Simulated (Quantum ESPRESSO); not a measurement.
# BP (F-43m): phonons by linear response, part 3 of 3

How does BP (F-43m) vibrate, and is this structure a minimum?

Quantum ESPRESSO 7.5; DFT LDA, scalar-relativistic, plane waves, PseudoDojo norm-conserving pseudopotentials.

So far, highest frequency (cm⁻¹): step 7 (interpolated phonon bands) 829. The relaxed cell has a = 4.487 Å (conventional setting).

### 10. Sum rules set otherwise: a sum rule for molecules or wires on a crystal

This rule also removes rotations, which suits molecules and not a crystal; it is tried to see the harm.

Contents of dynmat.in:

```
&INPUT
  fildyn = 'x.dyn1'
  asr    = 'zero-dim'
  fileig = 'dynmat.eig'
  lperm  = .true.
/
```

Run with:

```sh
$ dynmat.x -in dynmat.in > dynmat.out
```

Numbers of over 12 decimals in the logs are rounded to 6 here.

The log of the run:

```text
[banner, memory and clock lines left out]
Program DYNMAT v.7.5

     Reading Dynamical Matrix from file x.dyn1
     ...Force constants read
     ...epsilon and Z* read
     Acoustic Sum Rule: || Z*(ASR) - Z*(orig)|| =    1.286587E+00
     Acoustic Sum Rule: ||dyn(ASR) - dyn(orig)||=    1.156851E+00
     A direction for q was not specified:TO-LO splitting will be absent

     Polarizability (A^3 units)
     multiply by 0.268831 for Clausius-Mossotti correction
        14.665066   -0.000000   -0.000000
         0.000000   14.665066   -0.000000
        -0.000000   -0.000000   14.665066

     IR activities are in (D/A)^2/amu units

# mode   [cm-1]    [THz]      IR
    1     -0.00   -0.0000    0.0000
    2     -0.00   -0.0000    0.0000
    3      0.00    0.0000    0.0000
    4      0.00    0.0000    0.0000
    5      0.00    0.0000    0.0000
    6    821.20   24.6190    1.1914

Electronic dielectric permittivity tensor (relative, adimensional)
         9.159409   -0.000000   -0.000000
         0.000000    9.159409   -0.000000
        -0.000000   -0.000000    9.159409

 ... with zone-center polar mode contributions
         9.215020   -0.055612   -0.055612
        -0.055612    9.215020    0.055612
        -0.055612    0.055612    9.215020
```

Elapsed: 0.54 s, on 1 thread of Arm Neoverse V2, shared host.

The program raised no error, yet the settings are not those of a careful run.

The fault: a sum rule for molecules or wires on a crystal; 2 optical modes are projected out to zero frequency, as if they were rotations, and the static dielectric tensor is spoilt.

For a crystal the rule has to be 'simple' or 'crystal'.

Zone-centre frequencies as printed; negative means imaginary. Modes:

```csv
mode,frequency (cm⁻¹)
1,0
2,0
3,0
4,0
5,0
6,821.2
```

### 11. The LO-TO splitting (1 0 0)

A longitudinal polar mode sets up a macroscopic field that stiffens it; the term hangs on the direction from which q goes to zero.

Contents of dynmat.in:

```
&INPUT
  fildyn = 'x.dyn1'
  asr    = 'simple'
  fileig = 'dynmat.eig'
  q(1)   = 1.0
  q(2)   = 0.0
  q(3)   = 0.0
/
```

Run with:

```sh
$ dynmat.x -in dynmat.in > dynmat.out
```

The log of the run:

```text
[banner, memory and clock lines left out]
Program DYNMAT v.7.5

     Reading Dynamical Matrix from file x.dyn1
     ...Force constants read
     ...epsilon and Z* read

     Polarizability (A^3 units)
     multiply by 0.268831 for Clausius-Mossotti correction
        14.665066   -0.000000   -0.000000
         0.000000   14.665066   -0.000000
        -0.000000   -0.000000   14.665066

     IR activities are in (D/A)^2/amu units

# mode   [cm-1]    [THz]      IR
    1     -0.00   -0.0000    0.0000
    2      0.00    0.0000    0.0000
    3      0.00    0.0000    0.0000
    4    821.20   24.6190    1.1914
    5    821.20   24.6190    1.1914
    6    828.65   24.8422    1.1914
```

Wall time 0.54 s (1 thread).

Numbers from this step:

* highest mode moved by the LO-TO term: 828.6 cm⁻¹

Zone-centre frequencies as printed; negative means imaginary. Modes:

```csv
mode,frequency (cm⁻¹)
1,0
2,0
3,0
4,821.2
5,821.2
6,828.6
```

The field moves one mode, from 821 to 829 cm⁻¹; the others stay.

### 12. The dispersion under another sum rule (asr crystal)

The sum rule corrects the force constants themselves, so it can shift branches at any wavevector, low ones most.

Contents of matdyn.in:

```
&INPUT
  asr              = 'crystal'
  flfrc            = 'x.fc'
  flfrq            = 'x.freq'
  flvec            = 'x.modes'
  q_in_band_form   = .true.
  q_in_cryst_coord = .true.
/
8
  0.0000000   0.0000000   0.0000000   8  ! GAMMA
  0.0000000   0.5000000   0.5000000   8  ! X
  0.0000000   0.6250000   0.3750000   1  ! U
 -0.3750000   0.3750000   0.0000000   8  ! K
  0.0000000   0.0000000   0.0000000   8  ! GAMMA
  0.0000000   0.5000000  -0.0000000   8  ! L
 -0.2500000   0.5000000   0.2500000   8  ! W
  0.0000000   0.5000000   0.5000000   1  ! X
```

Run with:

```sh
$ matdyn.x -in matdyn.in > matdyn.out
```

The log of the run:

```text
[banner, memory and clock lines left out]
Program MATDYN v.7.5

 mass for atomic type   1 not given; uses mass from file x.fc
 mass for atomic type   2 not given; uses mass from file x.fc
 Norm of the difference between old and new effective charges:    6.24e-18

 Norm of the difference between old and new force-constants:   2.58505e-07
```

It took 0.55 s on 1 thread.

At the labelled points the branches move by no more than 0.1 cm⁻¹.

### 13. What came out

```
space group after relaxation                                       : F-43m
volume per atom                                                    : 11.3 Å³
gap on the k-mesh                                                  : 1.16 eV
highest optical zone-centre mode (no LO-TO term)                   : 821.2 cm⁻¹
highest mode moved by the LO-TO term                               : 828.6 cm⁻¹
mean high-frequency dielectric constant                            : 9.16
largest Born charge in size (third of the trace)                   : 0.645 e
mean static dielectric constant                                    : 9.33
q mesh                                                             : 4×4×4
lowest mode on the q mesh (acoustic ones at the zone centre apart) : 179.0 cm⁻¹
zero-point energy per atom                                         : 102.9 meV
heat capacity at 300 K                                             : 14.5 J/(mol atoms K)
vibrational entropy at 300 K                                       : 9.84 J/(mol atoms K)
imaginary modes on the q mesh                                      : none
```

What this shows: BP (F-43m) is dynamically stable on the 4×4×4 mesh; its spectrum reaches 829 cm⁻¹. At the LDA level the optical modes of BP (F-43m) at the zone centre (no LO-TO term) lie at 821 cm⁻¹. Along the directions run, the highest mode that the macroscopic field moves lies at 829 cm⁻¹. Lattice motion raises the mean dielectric constant from 9.159 to 9.326. The Lyddane-Sachs-Teller relation holds: (ωLO/ωTO)² is 1.02 and ε₀/ε∞ is 1.02. These are harmonic frequencies at zero temperature: anharmonic shifts and linewidths and thermal expansion are left out.

Comparison with the measured values:

```
                                      quantity  measured  LDA PseudoDojo norm-conserving, Quantum ESPRESSO
                        lattice constant a (Å)    4.5383                                    4.487 (-1.1 %)
Raman mode, TO at Gamma (T2), ambient … (cm⁻¹)       794                                      821 (+3.4 %)
```

Measured values from arxiv:1906.04101 (2019) and arxiv:1505.05714 (2015).

How well it matches: The lattice constant a is off by -1.1 %: fair agreement. The Raman mode is off by +3.4 %: fair agreement. The grades are ours: good and fair within 0.7 and 1.5 % for the lattice constant a and 3 and 7 % for the Raman mode. Zero-point motion and thermal expansion (measured at up to 300 K) are not in the computed lattice constants and Raman mode.

[Host names and launcher messages were left out of these logs when they were recorded.]

[Logs are printed without paths, hosts, clocks, repeated set-up lines and the standing remarks that a program may print on its own settings, such as how far it seeks lower states.]

[Hosts, paths, dates, database ids (printed as entryN), source tags and the programs' standing remarks are cut or masked in the printed files.]
